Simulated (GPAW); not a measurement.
# CrB2: which magnetic order is lowest, part 2 of 2

Wanted: the moments of CrB2 and the energy of each order that was tried.

GPAW 26.7.0; LDA; plane waves with GPAW's PAW setups, scalar-relativistic.

So far, largest spin moment in the augmentation sphere (μB): step 2 (order 1, typed as ferro +) 0.841; step 3 (start 2: antiferro q=(0,1/2,0) +-) 1.03.

## 4. Run 3 (antiferro q=(0,0,1/2) +-)

Reversing part of the moments tests the sign of the couplings between them.

The cell is doubled to 6 atoms to hold this order. Its mesh is chosen so that both cells sample the same points.

File order3.py:

```python
import json
import numpy as np
from ase import Atoms
from ase.parallel import paropen, parprint
from gpaw import GPAW

atoms = Atoms(['Cr', 'Cr', 'B', 'B', 'B', 'B'],
    cell=[[2.97, 0.0, 0.0],
         [-1.485, 2.57209545, 0.0],
         [0.0, 0.0, 6.14]],
    scaled_positions=[[0.0, 0.0, 0.0],
         [0.0, 0.0, 0.5],
         [0.33333333, 0.66666667, 0.25],
         [0.33333333, 0.66666667, 0.75],
         [0.66666667, 0.33333333, 0.25],
         [0.66666667, 0.33333333, 0.75]],
    pbc=True,
    magmoms=[2.5, -2.5, 0.0, 0.0, 0.0, 0.0])
atoms.calc = GPAW(mode={'name': 'pw', 'ecut': 700},
    xc='LDA',
    kpts={'size': (10, 10, 5), 'gamma': True},
    occupations={'name': 'fermi-dirac', 'width': 0.1},
    convergence={'density': 1e-05, 'energy': 1e-05},
    maxiter=200,
    symmetry={'tolerance': 1e-4},
    txt='order3.txt')
e = atoms.get_potential_energy(force_consistent=True)
res = {'free_energy': e, 'energy_sigma0': atoms.get_potential_energy(), 'fermi_energy': atoms.calc.get_fermi_level()}
res['moments'] = atoms.get_magnetic_moments().tolist()
res['total'] = atoms.get_magnetic_moment()
parprint('site moments (muB):', np.round(res['moments'], 3))
parprint(f"total moment: {res['total']:.3f} muB")
parprint(f'free energy: {e:.6f} eV')
atoms.calc.write('order3.gpw')
with paropen('results.json', 'w') as f:
    json.dump(res, f)
```

Run with:

```bash
> OMP_NUM_THREADS=1 mpirun -n 8 gpaw python order3.py > order3.log
```

What it wrote:

```text
site moments (muB): [ 0.833 -0.833 -0.    -0.    -0.    -0.   ]
total moment: -0.000 muB
free energy: -53.105878 eV

--- order3.txt ---
Input parameters:
  mode=PW(ecut=700),
  convergence={'density': 1e-05, 'energy': 1e-05},
  kpts=MonkhorstPack(size=(10, 10, 5), gamma=True),
  maxiter=200,
  occupations=Occupations(name='fermi-dirac', width=0.1),
  symmetry=Symmetry(tolerance=0.0001),
  xc=XC(name='LDA')

[...]
|          9 |        10.475 |     1.000 |        10.475 |     1.000 |
|         10 |        10.475 |     1.000 |        10.475 |     1.000 |
[...]
|         15 |        11.742 |     0.479 |        11.742 |     0.480 |
|         16 |        14.050 |     0.000 |        14.050 |     0.000 |
|         17 |        14.050 |     0.000 |        14.050 |     0.000 |
|         18 |        17.031 |     0.000 |        17.031 |     0.000 |

No gap
No difference between direct/indirect transitions

[key lines of the parts left out:]
Free energy:     -53.105878
Converged in 23 steps
dipole moment: (-7.311166, -12.663312, -15.114643)  # |e|*Ang
Fermi level: 11.734
```

The job ended after 19 s (8 MPI ranks of Arm Neoverse V2, shared host; peak memory 1.6 GiB; 2.4 min of CPU time).

Spin moment in the augmentation sphere by atom:

```csv
atom,spin moment in the augmentation sphere (μB)
Cr1,0.833
Cr2,-0.833
B3,0.000
B4,0.000
B5,0.000
B6,0.000
```

Read from the output:

```yaml
magnetization: 0 μB
final_state: antiferromagnetic
```

It lies 13.4 meV a seeded atom over the first start, and its largest moment is 0.833 μB against 0.841 μB.

## 5. Order 4, typed as no spin polarisation

A run without seeds gives the energy of the state without moments.

File nospin.py:

```python
import json
import numpy as np
from ase import Atoms
from ase.parallel import paropen, parprint
from gpaw import GPAW

atoms = Atoms(['Cr', 'B', 'B'],
    cell=[[2.97, 0.0, 0.0],
         [-1.485, 2.57209545, 0.0],
         [0.0, 0.0, 3.07]],
    scaled_positions=[[0.0, 0.0, 0.0],
         [0.33333333, 0.66666667, 0.5],
         [0.66666667, 0.33333333, 0.5]],
    pbc=True)
atoms.calc = GPAW(mode={'name': 'pw', 'ecut': 700},
    xc='LDA',
    kpts={'size': (10, 10, 10), 'gamma': True},
    occupations={'name': 'fermi-dirac', 'width': 0.1},
    convergence={'density': 1e-05, 'energy': 1e-05},
    maxiter=200,
    symmetry={'tolerance': 1e-4},
    txt='nospin.txt')
e = atoms.get_potential_energy(force_consistent=True)
res = {'free_energy': e, 'energy_sigma0': atoms.get_potential_energy(), 'fermi_energy': atoms.calc.get_fermi_level()}
parprint(f'free energy: {e:.6f} eV')
atoms.calc.write('nospin.gpw')
with paropen('results.json', 'w') as f:
    json.dump(res, f)
```

Run with:

```bash
> OMP_NUM_THREADS=1 mpirun -n 8 gpaw python nospin.py > nospin.log
```

What it wrote:

```text
free energy: -26.544726 eV

--- nospin.txt ---
Input parameters:
  mode=PW(ecut=700),
  convergence={'density': 1e-05, 'energy': 1e-05},
  kpts=MonkhorstPack(size=(10, 10, 10), gamma=True),
  maxiter=200,
  occupations=Occupations(name='fermi-dirac', width=0.1),
  symmetry=Symmetry(tolerance=0.0001),
  xc=XC(name='LDA')

Diagonalizing LCAO Hamiltonian
Converting LCAO to pw mode

        B
           B

       Cr

[...]
|------------|---------------|-----------|
|          0 |        -2.828 |     2.000 |
|          1 |         8.076 |     2.000 |
|          2 |         8.076 |     2.000 |
|          3 |         8.500 |     2.000 |
|          4 |         9.002 |     2.000 |
[...]
|          8 |        13.992 |     0.000 |
|          9 |        17.027 |     0.000 |
|         10 |        17.027 |     0.000 |
|         11 |        19.239 |     0.000 |

No gap
No difference between direct/indirect transitions

[key lines of the parts left out:]
Free energy:     -26.544726
Converged in 21 steps
dipole moment: (-3.658922, -6.337439, -7.564236)  # |e|*Ang
Fermi level: 11.799
```

Elapsed: 6.6 s, on 8 MPI ranks; peak memory 1.3 GiB.

Numbers from this step:

```yaml
final_state: non-magnetic (no spin polarisation)
```

It lies 21.6 meV a seeded atom over the first start.

## 6. A faulty input

A slip in the input shows what the program catches and what it lets pass.

File run.py:

```python
import json
import numpy as np
from ase import Atoms
from ase.parallel import paropen, parprint
from gpaw import GPAW

atoms = Atoms(['Cr', 'B', 'B'],
    cell=[[2.97, 0.0, 0.0],
         [-1.485, 2.57209545, 0.0],
         [0.0, 0.0, 3.07]],
    scaled_positions=[[0.0, 0.0, 0.0],
         [0.33333333, 0.66666667, 0.5],
         [0.66666667, 0.33333333, 0.5]],
    pbc=True,
    magmoms=[2.5, 0.0, 0.0])
atoms.set_cell(atoms.cell * 1.8897, scale_atoms=True)
atoms.calc = GPAW(mode={'name': 'pw', 'ecut': 700},
    xc='LDA',
    kpts={'size': (10, 10, 10), 'gamma': True},
    occupations={'name': 'fermi-dirac', 'width': 0.1},
    convergence={'density': 1e-05, 'energy': 1e-05},
    maxiter=100,
    symmetry={'tolerance': 1e-4},
    txt='run.txt')
e = atoms.get_potential_energy(force_consistent=True)
res = {'free_energy': e, 'energy_sigma0': atoms.get_potential_energy(), 'fermi_energy': atoms.calc.get_fermi_level()}
res['moments'] = atoms.get_magnetic_moments().tolist()
res['total'] = atoms.get_magnetic_moment()
parprint('site moments (muB):', np.round(res['moments'], 3))
parprint(f"total moment: {res['total']:.3f} muB")
parprint(f'free energy: {e:.6f} eV')
atoms.calc.write('run.gpw')
with paropen('results.json', 'w') as f:
    json.dump(res, f)
```

Run with:

```bash
> OMP_NUM_THREADS=1 mpirun -n 8 gpaw python run.py > run.log
```

What it wrote:

```text
site moments (muB): [ 4.06  -0.054 -0.054]
total moment: 4.700 muB
free energy: -8.994081 eV

--- run.txt ---
Input parameters:
  mode=PW(ecut=700),
  convergence={'density': 1e-05, 'energy': 1e-05},
  kpts=MonkhorstPack(size=(10, 10, 10), gamma=True),
  maxiter=100,
  occupations=Occupations(name='fermi-dirac', width=0.1),
  symmetry=Symmetry(tolerance=0.0001),
  xc=XC(name='LDA')

Diagonalizing LCAO Hamiltonian
Converting LCAO to pw mode

         B
               B

       Cr

Atoms  # Å, Bohr magnetons
|   | symbol |         x |        y |        z |    initial magnetic moments |
|---|--------|-----------|----------|----------|-----------------------------|
| 0 |     Cr |  0.000000 | 0.000000 | 0.000000 | ( 0.0000,  0.0000,  2.5000) |
| 1 |      B | -0.000000 | 3.240326 | 2.900689 | ( 0.0000,  0.0000,  0.0000) |
| 2 |      B |  2.806205 | 1.620163 | 2.900689 | ( 0.0000,  0.0000,  0.0000) |

Number of symmetries: 24

BZ-sampling:
  Number of BZ points: 1000
  Number of IBZ points: 84

  Monkhorst-Pack size: [10, 10, 10]
  Monkhorst-Pack shift: [0.05, 0.05, 0.05]

Plane wave coefficients: 6697
Cutoff: 700.0 eV

Spin-components: 2 (collinear spins)
Bands:           13
Projectors:      16
Spin-degeneracy: 1
Datatype:        complex128

Parallelization:
  kpt:    8
  domain: 1
  band:   1

Density:
  Valence electrons: 12.0
  Components: 2
  Grid points: [35 35 36]
  Charge: 0.0  # |e|

Potential:
  Grid points: [35 35 36]

[... setups left out ...]
Reference energy: -29851.911930  # eV

convergence criteria:
- Maximum integral of absolute [dens]ity change: 1e-05 electrons / valence electron
- Maximum [total energy] change in last 3 cyles: 1e-05 eV / valence electron
- Maximum integral of absolute [eigenst]ate change: 4e-08 eV^2 / valence electron
maximum number of iterations: 100

SCF iterations
|iter     |      energy | eigst |  dens |  magmom |
|---------|-------------|-------|-------|---------|
|iter:   1|       0s |  -11.881911 | +0.71 |       |  +2.4935|
|iter:   2|       2s |   -7.729510 | -0.31 | -0.24 |  +2.4842|
|iter:   3|       5s |   -7.844067 | -1.52 | -0.45 |  +2.6679|
|iter:   4|       7s |   -8.337078 | -1.40 | -0.50 |  +3.4357|
|iter:   5|      10s |   -8.741167 | -2.03 | -0.72 |  +4.1906|
|iter:   6|      12s |   -8.863599 | -2.91 | -0.96 |  +4.6601|
|iter:   7|      15s |   -8.890002 | -2.39 | -1.22 |  +4.8169|
|iter:   8|      17s |   -8.910501 | -3.08 | -1.40 |  +5.0878|
|iter:   9|      20s |   -8.910930 | -3.96 | -1.84 |  +5.0122|
|iter:  10|      22s |   -8.912745 | -3.81 | -1.89 |  +5.0362|
|iter:  11|      24s |   -8.913860 | -4.13 | -2.32 |  +4.9661|
|iter:  12|      27s |   -8.915191 | -3.44 | -2.33 |  +4.8198|
|iter:  13|      29s |   -8.915929 | -3.88 | -2.54 |  +4.7188|
|iter:  14|      32s |   -8.915976 | -5.26 | -3.01 |  +4.7022|
|iter:  15|      34s |   -8.915920c| -5.85 | -3.79 |  +4.7023|
|iter:  16|      37s |   -8.915949c| -6.16 | -3.86 |  +4.7013|
|iter:  17|      39s |   -8.915948c| -6.54 | -4.43 |  +4.7002|
|iter:  18|      41s |   -8.915948c| -6.75 | -4.90 |  +4.7003|
|iter:  19|      44s |   -8.915948c| -7.08 | -5.39c|  +4.7003|
|iter:  20|      46s |   -8.915948c| -7.27 | -5.55c|  +4.7003|
|iter:  21|      48s |   -8.915948c| -7.54c| -5.64c|  +4.7003|

Converged in 21 steps
Energy contributions relative to reference atoms: (reference = -29851.911930)

Energy contributions:
  Kinetic:          -3.735637
  Coulomb:           0.346108
  Zero:              0.015539
  External:          0.000000
  Xc:               -5.463824
  Entropy:          -0.156266
  Spinorbit:         0.000000
  ----------------------------
  Free energy:      -8.994081
  Extrapolated:     -8.915948

dipole moment: (-6.580829, -11.398331, -13.604812)  # |e|*Ang

Total magnetic moment: (0.000000, 0.000000, 4.700309)

Local magnetic moments
|        x |        y |         z |
|----------|----------|-----------|
| 0.000000 | 0.000000 |  4.060332 |  # Cr   0
| 0.000000 | 0.000000 | -0.054227 |  # B    1
| 0.000000 | 0.000000 | -0.054227 |  # B    2

Fermi level: -1.683
Eigenvalues  # (at kpt = [0.000, 0.000, 0.000])
| band index |      eig [eV] | occ [0-1] |      eig [eV] | occ [0-1] |
|------------|---------------|-----------|---------------|-----------|
|          0 |        -7.368 |     1.000 |        -7.632 |     1.000 |
|          1 |        -5.095 |     1.000 |        -5.438 |     1.000 |
|          2 |        -2.339 |     0.999 |        -1.753 |     0.667 |
|          3 |        -2.227 |     0.996 |        -1.753 |     0.667 |
|          4 |        -2.227 |     0.996 |        -1.691 |     0.519 |
|          5 |        -2.122 |     0.988 |        -0.888 |     0.000 |
|          6 |        -2.122 |     0.988 |        -0.070 |     0.000 |
|          7 |        -2.097 |     0.984 |         0.079 |     0.000 |
|          8 |        -1.593 |     0.289 |         1.212 |     0.000 |
|          9 |        -1.323 |     0.026 |         1.426 |     0.000 |
|         10 |        -1.323 |     0.026 |         1.426 |     0.000 |
|         11 |         0.269 |     0.000 |         1.440 |     0.000 |
|         12 |         0.269 |     0.000 |         1.440 |     0.000 |

No gap
No difference between direct/indirect transitions
```

Run time: 53 s. Hardware: 8 MPI ranks; peak memory 2.3 GiB.

Convergence was reached, yet the input spoils the result.

The fault in the input: a cell typed in bohr.

The largest moment is 4.06 μB against 0.841 μB in the first run, and the free energy lies +17.6 eV from it.

The script takes ångström, so this cell is 1.89 times too wide.

## 7. The states side by side

These are free energies at a smearing of 0.1 eV, so its entropy term is in the differences. They are divided by the number of seeded atoms, so that cells of unlike size compare. Wavevectors q in the names are fractions of the reciprocal vectors of the first run's cell.

Orders:

```csv
start,final state,typed order kept,energy over the lowest (meV a seeded atom),largest site moment (μB),net moment (μB a primitive cell),mesh matched,CPU time (s)
ferro +,ferromagnetic,yes,19.51,0.8407,0.8724,yes,65.66
"antiferro q=(0,1/2,0) +-",antiferromagnetic,yes,0,1.028,0,yes,395.5
"antiferro q=(0,0,1/2) +-",antiferromagnetic,yes,32.93,0.8331,1.39e-4,yes,146.4
no spin polarisation,non-magnetic,-,41.15,0,0,yes,50.71
```

## 8. Outcome

```yaml
lowest_state_found: antiferromagnetic (typed antiferro q=(0,1/2,0) +-)
largest_site_moment: 1.03 μB
next_state: ferromagnetic, 19.5 meV a seeded atom higher
energy_gained_by_spin_polarisation: 41.1 meV a seeded atom
```

**Reading.** The lowest state found is antiferromagnetic, reached from the start antiferro q=(0,1/2,0) +-, with moments up to 1.03 μB. The next state costs 20 meV a seeded atom. This is the lowest of 4 finished starts, no proof of the ground state.

[Logs and program files are shortened in this print: banners, set-up blocks, solver, clock and traceback lines can be left out without a mark of their own.]

[Logs are printed without paths, hosts, clocks, repeated set-up lines and the standing remarks that a program may print on its own settings, such as how far it seeks lower states.]

[Hosts, paths, dates, database ids (printed as entryN), source tags and the programs' standing remarks are cut or masked in the printed files.]

[Where a cell is said to come from a database of computed structures, the database is the Materials Project.]
